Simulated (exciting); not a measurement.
# Core excitons at the O K edge of TaAgO3, part 3 of 3

Aim: the O K absorption edge of TaAgO3 with the electron–hole interaction treated explicitly, and what each term of the kernel does.

exciting sodium; X-ray absorption, core-level Bethe-Salpeter equation, exchange and statically screened direct term, Tamm-Dancoff, all-electron LAPW+lo LDA.

So far. Step 5 (Independent particles): Maxima (height): 2.3 eV (0.69), 3.2 eV (0.65), 8.8 eV (0.62), 11.9 eV (0.60) and 20.7 eV (0.33); 1 lower ones aren't listed. Against the singlet run the r.m.s. difference is 64 %. Moving the earlier curve by +1.8 eV leaves 28 %. The highest maximum lies at 2.3 eV (0.69), against 0.7 eV (1.00). Step 6 (Exchange alone): Maxima (height): 2.4 eV (0.66), 3.2 eV (0.66), 8.8 eV (0.61), 11.9 eV (0.60) and 20.7 eV (0.33); 1 lower ones aren't listed.

### 8. Coarser mesh

Changed against the first singlet run: k mesh from 2×2×2 to 1×1×1.

The input, input.xml:

```
<input>
  <title>TaAgO3</title>
  <structure speciespath="." autormt="false" epslat="1.0e-5">
    <crystal>
      <basevect>5.2682318572 3.0416150810 8.7767291203</basevect>
      <basevect>-5.2682318572 3.0416150810 8.7767291203</basevect>
      <basevect>0.0000000000 -6.0832301618 8.7767291203</basevect>
    </crystal>
    <species speciesfile="Ta.xml" rmt="2.135">
      <atom coord="0.0000000000 0.0000000000 0.0000000000"/>
      <atom coord="0.5000000000 0.5000000000 0.5000000000"/>
    </species>
    <species speciesfile="Ag.xml" rmt="2.245">
      <atom coord="0.7500000000 0.7500000000 0.7500000000"/>
      <atom coord="0.2500000000 0.2500000000 0.2500000000"/>
    </species>
    <species speciesfile="O.xml" rmt="1.548">
      <atom coord="0.8065260000 0.2500000000 0.6934740000"/>
      <atom coord="0.2500000000 0.6934740000 0.8065260000"/>
      <atom coord="0.6934740000 0.8065260000 0.2500000000"/>
      <atom coord="0.7500000000 0.3065260000 0.1934740000"/>
      <atom coord="0.1934740000 0.7500000000 0.3065260000"/>
      <atom coord="0.3065260000 0.1934740000 0.7500000000"/>
    </species>
  </structure>
  <groundstate do="skip" xctype="LDA_PW" ngridk="3 3 3" rgkmax="6.5" gmaxvr="14" nempty="8" swidth="0.001" maxscl="100" epsengy="1e-5"/>
  <xs xstype="BSE" ngridk="1 1 1" ngridq="1 1 1" vkloff="0.097 0.273 0.493" rgkmax="6.5" nempty="56" gqmax="3" lmaxapwwf="5" lmaxemat="2" broad="0.01654" tevout="true">
    <energywindow intv="18.031 19.648" points="439"/>
    <screening screentype="full" nempty="86"/>
    <BSE xas="true" xasspecies="3" xasatom="1" xasedge="K" bsetype="singlet" nstlxas="1 52"/>
    <qpointset>
      <qpoint>0 0 0</qpoint>
    </qpointset>
    <plan>
      <doonly task="xsgeneigvec"/>
      <doonly task="writepmatxs"/>
      <doonly task="scrgeneigvec"/>
      <doonly task="scrwritepmat"/>
      <doonly task="screen"/>
      <doonly task="scrcoulint"/>
      <doonly task="exccoulint"/>
    </plan>
  </xs>
</input>
```

The input, input.xml for the last start (plan only):

```
  <plan>
    <doonly task="bse"/>
  </plan>
```

On the command line:

```sh
OMP_NUM_THREADS=2 exciting
OMP_NUM_THREADS=2 exciting
```

Numbers of over 12 decimals in the logs are rounded to 6 here.

Output:

```text
| EXCITING SODIUM started for task xsgeneigvec ( 301)                          =
One-shot GS runs for BSE calculations
One-shot GS runs for k+qmt/2 grids
Info(xsgeneigvec): Generating eigenvectors for Q-point      1
Info(xsgeneigvec): Generation of eigenvectors finished
| EXCITING SODIUM started for task writepmatxs ( 320)                          =
Info(writepmatxs): Momentum matrix elements finished
| EXCITING SODIUM started for task scrgeneigvec ( 401)                         =
One-shot GS runs for BSE calculations
One-shot GS runs for k+qmt/2 grids
[...]
Info(setup_bse_block): Setting up RR part of hamiltonian
Info(setup_bse_block): Singlet spin state
Info(bse): Diagonalizing RR Hamiltonian (TDA)
Info(bse): Invoking Lapack routine ZHEEVR
       104 eigen solutions found in the interval:
         i1=       1 i2=     104
Info(bse): Writing excition energies and oscillator strengths to text file.
Info(makespectrum_dist): Making spectrum using formula for coupling with time reversed AR basis.
Info(makespectrum_dist): Using formalism for vanishing momentum transfer.
Info(writederived): Writing quantities derived from the macroscopic dielectric function.
Info(bselauncher): Spectrum finished for iqmt=  1
Info(bselauncher): All done for BSE type singlet
```

Run time: 99 s. Hardware: 2 threads of Arm Neoverse V2, shared host.

These settings are cheaper. Against the singlet run the r.m.s. difference is 35 %. The highest maximum lies at 0.1 eV (1.01), against 0.7 eV (1.00). The first bright state moves from -0.51 to -1.08 eV. The lowest bare transition of this run lies at 0.67 eV, against 0.19. A coarse mesh samples few band energies, and it inflates the long-range part of the attraction.

```
E (eV)  first run  this run
  -4.0       0.02      0.03
  -3.0       0.03      0.05
  -2.0       0.06      0.14
  -1.0       0.17      0.55
   0.0       0.71      0.97
   1.0       0.94      0.53
   2.0       0.46      0.47
   3.0       0.29      0.30
   4.0       0.33      0.45
   5.0       0.60      0.57
   6.0       0.60      0.40
   7.0       0.62      0.75
   8.0       0.46      0.27
   9.0       0.28      0.15
  10.0       0.30      0.38
  11.0       0.35      0.37
  12.0       0.29      0.51
  13.0       0.24      0.22
  14.0       0.15      0.14
  15.0       0.19      0.20
  16.0       0.20      0.13
  17.0       0.18      0.24
  18.0       0.20      0.20
  19.0       0.22      0.23
  20.0       0.24      0.19
  21.0       0.16      0.18
  22.0       0.15      0.15
```

### 9. From independent particles to the full kernel

```csv
level,curve passes 0.15 (eV),highest maximum (eV),its height
IP,0.5,2.3,0.69
RPA,0.6,2.4,0.66
singlet,-1.1,0.7,1.00
```

```csv
E (eV),IP,RPA,singlet
-4.0,0.01,0.01,0.02
-3.0,0.02,0.01,0.03
-2.0,0.02,0.02,0.06
-1.0,0.04,0.03,0.17
0.0,0.09,0.08,0.71
1.0,0.24,0.22,0.94
2.0,0.59,0.55,0.46
3.0,0.64,0.63,0.29
4.0,0.29,0.30,0.33
5.0,0.25,0.25,0.60
6.0,0.37,0.36,0.60
7.0,0.46,0.45,0.62
8.0,0.59,0.58,0.46
9.0,0.60,0.60,0.28
10.0,0.28,0.29,0.30
11.0,0.31,0.30,0.35
12.0,0.59,0.60,0.29
13.0,0.47,0.49,0.24
14.0,0.31,0.33,0.15
15.0,0.22,0.23,0.19
16.0,0.23,0.23,0.20
17.0,0.22,0.22,0.18
18.0,0.21,0.22,0.20
19.0,0.23,0.23,0.22
20.0,0.28,0.29,0.24
21.0,0.29,0.30,0.16
22.0,0.21,0.21,0.15
```

### 10. What came out

| Item | Value |
| --- | --- |
| absorber and edge | O K, atom 5 |
| surroundings | 2 Ta at 2.01 Å (bent, 162°, site symmetry 2) |
| first bright state | -0.51 eV from the Kohn–Sham onset, on this mesh |
| highest maximum | 0.7 eV |
| cost of the BSE run | 9.2 min on 2 MPI ranks of Arm Neoverse V2, shared host; the last task ran on as many threads |

What this shows: Is a core exciton bound? Yes on this mesh: the first bright state (over 5 % of the brightest) lies at -0.51 eV from the Kohn–Sham onset and at -0.70 eV from the lowest bare transition of its own mesh. Exchange alone changes the independent-particle spectrum by 3 % r.m.s. Binding energies aren't converged on 8 k points, and fine structure above the first lines is partly noise of the mesh. Exchange and the short-range direct term aren't converged in the kernel cutoff. The zero comes from the unshifted 3×3×3 ground-state mesh; it is exact only where the band minimum lies on that mesh. The Kohn–Sham onset, 503 eV, is no photon energy: the scale needs a rigid shift. Bands and screening come from semilocal DFT, whose small gap overscreens. Vibrations and energy-dependent lifetimes are left out. The structure is a Materials Project entry, computed there, and may be a hypothetical form.

[Banner, clock and machine lines of the logs are left out without a mark of their own.]

[Logs are printed without paths, hosts, clocks, repeated set-up lines and the standing remarks that a program may print on its own settings, such as how far it seeks lower states.]

[Hosts, paths, dates, database ids (printed as entryN), source tags and the programs' standing remarks are cut or masked in the printed files.]
